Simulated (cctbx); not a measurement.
## Tb2Mn2S7 with cctbx, script by script

Library: cctbx 2025.11. The data are simulated by the first script.

## 1. Simulate the data

run.py:

```python
from cctbx import adptbx, crystal, miller, sgtbx, xray
from cctbx.array_family import flex
from iotbx.shelx import hklf
from scitbx import matrix
import scitbx.random

cs = crystal.symmetry(unit_cell=(12.229, 12.229, 12.229, 90, 90, 90), space_group_symbol='Hall: F 4d 2 3 -1d')  # Fd-3m
atoms = [  # label, site, U (iso, or U11 U22 U33 U12 U13 U23 in A^2), occupancy
    ("Tb1", (0.125, 0.125, 0.125), (0.0112, 0.0112, 0.0112, 0.0020, 0.0020, 0.0020), 1),
    ("Mn1", (0.375, 0.625, 0.375), (0.0102, 0.0102, 0.0102, 0.0010, -0.0010, 0.0010), 1),
    ("S1", (0.0487, 0.75, 0.25), (0.0078, 0.0088, 0.0088, 0.0000, 0.0000, -0.0023), 1),
    ("S2", (0.25, 0.25, 0.25), (0.0193, 0.0193, 0.0193, 0.0000, -0.0000, 0.0000), 1),
]
xs = xray.structure(crystal_symmetry=cs)
for label, site, u, occ in atoms:
    u = adptbx.u_cif_as_u_star(cs.unit_cell(), u) if isinstance(u, tuple) else u
    xs.add_scatterer(xray.scatterer(label, site=site, u=u, occupancy=occ))
xs.set_inelastic_form_factors(0.71073, "sasaki")
xs.show_summary()
p1 = xs.expand_to_p1()
ms = miller.build_set(p1, anomalous_flag=True, d_min=0.6)
flex.set_random_seed(693432)
scitbx.random.set_random_seed(693432)
ms = ms.select(flex.random_double(ms.size()) < 0.7)
i = ms.structure_factors_from_scatterers(p1, algorithm="direct").f_calc().as_intensity_array().data()
i = i / flex.sqrt(1 + 0.3 * i / flex.max(i))  # extinction
i = i * 20000 / flex.max(i)
sig = flex.sqrt(i + flex.pow2(0.02 * i) + 15 ** 2)
noise = scitbx.random.variate(scitbx.random.normal_distribution())(i.size())
data = ms.array(data=i + sig * noise, sigmas=sig).set_observation_type_xray_intensity()
with open("data.hkl", "w") as f:
    data.export_as_shelx_hklf(f)
print("reflections written:", data.size(), " <I/sigma> = %.1f" % flex.mean(data.data() / data.sigmas()))
for h, a, b in list(data.sort("data"))[:12]:
    print("%4d%4d%4d %9.1f %7.1f" % (h + (a, b)))
```

```console
$ python run.py
```

```text
Number of scatterers: 4
At special positions: 4
Unit cell: (12.229, 12.229, 12.229, 90, 90, 90)
Space group: F d -3 m :1 (No. 227)
reflections written: 25053  <I/sigma> = 2.3
  -4   4   0   21018.8   424.5
  -4   0   4   20651.8   424.5
   0  -4  -4   20547.1   424.5
  -4  -4   0   20431.1   424.5
  -4   0  -4   20048.9   424.5
   4  -4   0   20026.0   424.5
   0   4  -4   19983.0   424.5
   4   4   0   19919.4   424.5
   2   2  -2   15816.4   340.6
  -2   2   2   15716.1   340.6
  -2   2  -2   15656.7   340.6
   2   2   2   15628.5   340.6
```

It took 0.36 s on 1 thread of Arm Neoverse V2 (shared host), peak memory 0.08 GiB.

## 2. Refinement (right model, isotropic)

run.py:

```python
import math
from cctbx import adptbx, crystal, maptbx, sgtbx, xray
from cctbx.array_family import flex
from cctbx.xray import observations
from iotbx.shelx import hklf
from scitbx.lstbx import normal_eqns_solving
from smtbx import absolute_structure, utils
from smtbx.refinement import constraints, least_squares

cs = crystal.symmetry(unit_cell=(12.229, 12.229, 12.229, 90, 90, 90), space_group_symbol='Hall: F 4d 2 3 -1d')  # Fd-3m
atoms = [  # label, site, U (iso, or U11 U22 U33 U12 U13 U23 in A^2), occupancy
    ("Tb1", (0.125, 0.125, 0.125), 0.0200, 1),
    ("Mn1", (0.375, 0.625, 0.375), 0.0200, 1),
    ("S1", (0.0475, 0.75, 0.25), 0.0200, 1),
    ("S2", (0.25, 0.25, 0.25), 0.0200, 1),
]
xs = xray.structure(crystal_symmetry=cs)
for label, site, u, occ in atoms:
    u = adptbx.u_cif_as_u_star(cs.unit_cell(), u) if isinstance(u, tuple) else u
    xs.add_scatterer(xray.scatterer(label, site=site, u=u, occupancy=occ))
xs.set_inelastic_form_factors(0.71073, "sasaki")
raw = hklf.reader(file_name="data.hkl").as_miller_arrays(crystal_symmetry=cs, anomalous=True)[0]
merged = raw.eliminate_sys_absent().merge_equivalents()
fo2 = merged.array().set_observation_type_xray_intensity()
print("Rint %.3f, %d unique reflections to %.2f A" % (merged.r_int(), fo2.size(), fo2.d_min()))
for sc in xs.scatterers():
    sc.flags.set_grad_site(True)
    sc.flags.set_grad_u_aniso(sc.flags.use_u_aniso())
    sc.flags.set_grad_u_iso(sc.flags.use_u_iso())
obs = fo2.as_xray_observations()
extra = {}
rep = constraints.reparametrisation(xs, [], utils.connectivity_table(xs), **extra)
ls = least_squares.crystallographic_ls(obs, rep, weighting_scheme=least_squares.mainstream_shelx_weighting(a=0, b=0))
print("cycle     R1     wR2    GooF  max shift (A)")
for cycle in range(8):
    ls.build_up()
    r1, wr2, goof = ls.r1_factor(cutoff_factor=2)[0], ls.wR2(), ls.goof()
    old = xs.sites_cart()
    normal_eqns_solving.levenberg_marquardt_iterations(ls, n_max_iterations=3, tau=1e-06, step_threshold=1e-7)
    big = flex.max((xs.sites_cart() - old).norms())
    print("%4d %7.4f %7.4f %7.3f %9.5f" % (cycle + 1, r1, wr2, goof, big))
    ls.build_up(objective_only=True)
    if abs(ls.wR2() - wr2) < 5e-5 and big < 5e-4:
        break
ls.build_up()
print("final R1 %.4f wR2 %.4f GooF %.3f  parameters %d  data/parameter %.1f" % (ls.r1_factor(cutoff_factor=2)[0], ls.wR2(), ls.goof(), ls.n_parameters, fo2.size() / ls.n_parameters))
cov = ls.covariance_matrix_and_annotations()
su = dict(zip(cov.annotations, (math.sqrt(max(v, 0)) for v in cov.matrix.matrix_packed_u_diagonal())))
a2 = cs.unit_cell().reciprocal_parameters()[0] ** -2
print("atom        x        y        z      Ueq    occ   su(xyz)  su(Uiso or U11)")
for sc in xs.scatterers():
    s = max(su.get(sc.label + k, 0) for k in (".x", ".y", ".z"))
    npd = "" if sc.is_positive_definite_u(cs.unit_cell()) else "  NPD"
    print("%-5s %8.5f %8.5f %8.5f %8.4f %6.3f %8.5f %7.4f%s" % ((sc.label,) + sc.site + (sc.u_iso_or_equiv(cs.unit_cell()), sc.occupancy, s, su.get(sc.label + ".uiso", su.get(sc.label + ".u11", 0) * a2), npd)))
fo = fo2.f_sq_as_f()
fc = fo.structure_factors_from_scatterers(xs, algorithm="direct").f_calc()
diff = fo.f_obs_minus_f_calc(1 / math.sqrt(ls.scale_factor()), fc).average_bijvoet_mates()
m = diff.fft_map(symmetry_flags=maptbx.use_space_group_symmetry, resolution_factor=0.25).apply_volume_scaling()
print("difference map: max %.2f min %.2f rms %.2f" % (m.statistics().max(), m.statistics().min(), m.statistics().sigma()))
peaks = m.peak_search(parameters=maptbx.peak_search_parameters(min_distance_sym_equiv=0.6, max_clusters=6)).all()
near = xs.closest_distances(peaks.sites(), distance_cutoff=4)
sps = cs.special_position_settings(min_distance_sym_equiv=0.5)
for k, (x, h) in enumerate(zip(peaks.sites(), peaks.heights())):
    ss = sps.site_symmetry(x)
    print("Q%-3d %7.4f %7.4f %7.4f %4d %7.2f  %.2f A from %s" % ((k + 1,) + tuple(t % 1 for t in ss.exact_site()) + (ss.multiplicity(), h, near.smallest_distances[k], xs.scatterers()[near.i_seqs[k]].label)))
```

```console
$ python run.py
```

```text
Rint 0.039, 248 unique reflections to 0.60 A
cycle     R1     wR2    GooF  max shift (A)
   1  0.1364  0.2612  18.468   0.01405
   2  0.0385  0.0724   5.120   0.00000
final R1 0.0385 wR2 0.0724 GooF 5.120  parameters 5  data/parameter 49.6
atom        x        y        z      Ueq    occ   su(xyz)  su(Uiso or U11)
Tb1    0.12500  0.12500  0.12500   0.0107  1.000  0.00000  0.0002
Mn1    0.37500  0.62500  0.37500   0.0103  1.000  0.00000  0.0004
S1     0.04865  0.75000  0.25000   0.0086  1.000  0.00018  0.0003
S2     0.25000  0.25000  0.25000   0.0190  1.000  0.00000  0.0011
difference map: max 9.55 min -5.54 rms 0.48
Q1    0.1068  0.1068  0.1068   32    9.98  0.39 A from Tb1
Q2    0.1063  0.1063  0.3937   32    3.17  2.17 A from S1
Q3    0.1066  0.1066  0.8934   32    2.60  2.26 A from S2
Q4    0.0000  0.0000  0.2965   48    1.89  0.03 A from S1
Q5    0.0585  0.0585  0.0998   96    1.47  1.19 A from Tb1
Q6    0.0577  0.0577  0.5577   32    1.31  1.43 A from Mn1
```

Time: 0.47 s.

Figures of merit this high mean that the model is still wrong or incomplete.

## 3. Refinement (right model, anisotropic)

run.py, as its changes from the last script of this kind:

```diff
@@ -12,4 +12,4 @@
-    ("Tb1", (0.125, 0.125, 0.125), 0.0200, 1),
-    ("Mn1", (0.375, 0.625, 0.375), 0.0200, 1),
-    ("S1", (0.0475, 0.75, 0.25), 0.0200, 1),
-    ("S2", (0.25, 0.25, 0.25), 0.0200, 1),
+    ("Tb1", (0.125, 0.125, 0.125), 0.0107, 1),
+    ("Mn1", (0.375, 0.625, 0.375), 0.0103, 1),
+    ("S1", (0.04865, 0.75, 0.25), 0.0086, 1),
+    ("S2", (0.25, 0.25, 0.25), 0.0190, 1),
@@ -21,0 +22 @@
+xs.convert_to_anisotropic()
```

```console
$ python run.py
```

```text
Rint 0.039, 248 unique reflections to 0.60 A
cycle     R1     wR2    GooF  max shift (A)
   1  0.0385  0.0724   5.163   0.00113
   2  0.0123  0.0223   1.590   0.00000
final R1 0.0123 wR2 0.0223 GooF 1.590  parameters 9  data/parameter 27.6
atom        x        y        z      Ueq    occ   su(xyz)  su(Uiso or U11)
Tb1    0.12500  0.12500  0.12500   0.0107  1.000  0.00000  0.0001
Mn1    0.37500  0.62500  0.37500   0.0103  1.000  0.00000  0.0001
S1     0.04874  0.75000  0.25000   0.0080  1.000  0.00005  0.0002
S2     0.25000  0.25000  0.25000   0.0187  1.000  0.00000  0.0003
difference map: max 0.82 min -2.03 rms 0.26
Q1    0.0215  0.0215  0.5955   96    0.82  1.35 A from S1
Q2    0.0497  0.1552  0.8448   96    0.81  1.64 A from S1
Q3    0.0613  0.0613  0.5613   32    0.70  1.35 A from Mn1
Q4    0.0608  0.0608  0.6286   96    0.70  1.11 A from Mn1
Q5    0.0611  0.0611  0.9389   32    0.62  1.29 A from S2
Q6    0.0507  0.1515  0.3485   96    0.60  2.05 A from S1
```

Time: 0.47 s.

## 4. Refinement

run.py, as its changes from the last script of this kind:

```diff
@@ -14,2 +14 @@
-    ("S1", (0.04865, 0.75, 0.25), 0.0086, 1),
-    ("S2", (0.25, 0.25, 0.25), 0.0190, 1),
+    ("S1", (0.25, 0.25, 0.25), 0.0190, 1),
@@ -36 +35 @@
-for cycle in range(8):
+for cycle in range(12):
```

```console
$ python run.py
```

```text
Rint 0.039, 248 unique reflections to 0.60 A
cycle     R1     wR2    GooF  max shift (A)
   1  0.3090  0.5341  37.765   0.00000
   2  0.3036  0.5278  37.316   0.00000
final R1 0.3036 wR2 0.5278 GooF 37.316  parameters 5  data/parameter 49.6
atom        x        y        z      Ueq    occ   su(xyz)  su(Uiso or U11)
Tb1    0.12500  0.12500  0.12500   0.0093  1.000  0.00000  0.0015
Mn1    0.37500  0.62500  0.37500   0.0109  1.000  0.00000  0.0034  NPD
S1     0.25000  0.25000  0.25000   0.0327  1.000  0.00000  0.0152
difference map: max 55.71 min -42.26 rms 3.99
Q1    0.0000  0.0000  0.3001   48   56.01  2.35 A from Mn1
Q2    0.1250  0.1250  0.1250   16   40.91  0.00 A from Tb1
Q3    0.0000  0.0000  0.0000    8   28.99  0.00 A from S1
Q4    0.1049  0.1049  0.3951   32   21.57  2.83 A from Mn1
Q5    0.1053  0.1053  0.8947   32   20.38  2.23 A from S1
Q6    0.0000  0.0000  0.4533   48   16.58  2.36 A from Mn1
```

Time: 0.48 s.

This run holds a fault made on purpose: atom left out: S1.

## 5. Refinement

run.py, as its changes from the last script of this kind:

```diff
@@ -14 +14,2 @@
-    ("S1", (0.25, 0.25, 0.25), 0.0190, 1),
+    ("S1", (0.04865, 0.75, 0.25), 0.0086, 1),
+    ("S2", (0.25, 0.25, 0.25), 0.0190, 1),
@@ -20 +21 @@
-xs.set_inelastic_form_factors(0.71073, "sasaki")
+# no anomalous dispersion
```

```console
$ python run.py
```

```text
Rint 0.039, 248 unique reflections to 0.60 A
cycle     R1     wR2    GooF  max shift (A)
   1  0.0411  0.0754   5.375   0.00119
   2  0.0129  0.0216   1.538   0.00000
final R1 0.0129 wR2 0.0216 GooF 1.538  parameters 9  data/parameter 27.6
atom        x        y        z      Ueq    occ   su(xyz)  su(Uiso or U11)
Tb1    0.12500  0.12500  0.12500   0.0109  1.000  0.00000  0.0001
Mn1    0.37500  0.62500  0.37500   0.0090  1.000  0.00000  0.0001
S1     0.04875  0.75000  0.25000   0.0073  1.000  0.00005  0.0002
S2     0.25000  0.25000  0.25000   0.0179  1.000  0.00000  0.0003
difference map: max 0.94 min -1.94 rms 0.26
Q1    0.0440  0.1518  0.8482   96    1.00  1.70 A from S1
Q2    0.0212  0.0212  0.5976   96    0.94  1.32 A from S1
Q3    0.0607  0.0607  0.9393   32    0.87  1.29 A from S2
Q4    0.0614  0.0614  0.5614   32    0.86  1.35 A from Mn1
Q5    0.0594  0.0594  0.6277   96    0.86  1.13 A from Mn1
Q6    0.0139  0.0661  0.3789  192    0.66  1.28 A from S1
```

Time: 0.47 s.

This run holds a fault made on purpose: anomalous dispersion left out.

## 6. Refinement

run.py, as its changes from the last script of this kind:

```diff
@@ -15,0 +16 @@
+    ("S3", (0.847, 0.464, 0.91), 0.0300, 1),
@@ -21,2 +22 @@
-# no anomalous dispersion
-xs.convert_to_anisotropic()
+xs.set_inelastic_form_factors(0.71073, "sasaki")
```

```console
$ python run.py
```

```text
Rint 0.039, 248 unique reflections to 0.60 A
cycle     R1     wR2    GooF  max shift (A)
   1  0.3803  0.6615  47.159   0.09376
   2  0.1047  0.2387  17.019   0.12736
   3  0.0418  0.0768   5.478   0.06648
   4  0.0478  0.0946   6.747   0.13008
   5  0.0416  0.0771   5.496   0.05548
   6  0.0478  0.0978   6.974   0.12963
   7  0.0422  0.0779   5.557   0.05807
   8  0.0500  0.1017   7.251   0.31823
   9  0.0425  0.0786   5.601   0.12813
  10  0.0423  0.0788   5.620   0.09810
  11  0.0502  0.1034   7.371   0.31951
  12  0.0428  0.0792   5.644   0.51679
final R1 0.0420 wR2 0.0792 GooF 5.648  parameters 9  data/parameter 27.6
atom        x        y        z      Ueq    occ   su(xyz)  su(Uiso or U11)
Tb1    0.12500  0.12500  0.12500   0.0108  1.000  0.00000  0.0002
Mn1    0.37500  0.62500  0.37500   0.0103  1.000  0.00000  0.0004
S1     0.04865  0.75000  0.25000   0.0086  1.000  0.00020  0.0004
S2     0.25000  0.25000  0.25000   0.0191  1.000  0.00000  0.0012
S3     0.83134  0.43463  0.98096   1.0000  1.000  0.00901  0.0699
difference map: max 9.94 min -5.15 rms 0.55
Q1    0.1069  0.1069  0.1069   32   10.42  0.38 A from Tb1
Q2    0.1065  0.1065  0.3935   32    2.78  1.40 A from S3
Q3    0.1063  0.1063  0.8937   32    2.60  1.83 A from S3
Q4    0.0580  0.0580  0.1009   96    2.02  1.20 A from Tb1
Q5    0.1250  0.1250  0.6250   16    1.79  0.00 A from Mn1
Q6    0.0582  0.0582  0.5582   32    1.76  1.42 A from Mn1
```

It took 0.86 s on 1 thread of Arm Neoverse V2, with other jobs on the host, peak memory 0.09 GiB.

This run holds a fault made on purpose: spurious atom: S3.

[Logs are printed without paths, hosts, clocks, repeated set-up lines and the standing remarks that a program may print on its own settings, such as how far it seeks lower states.]
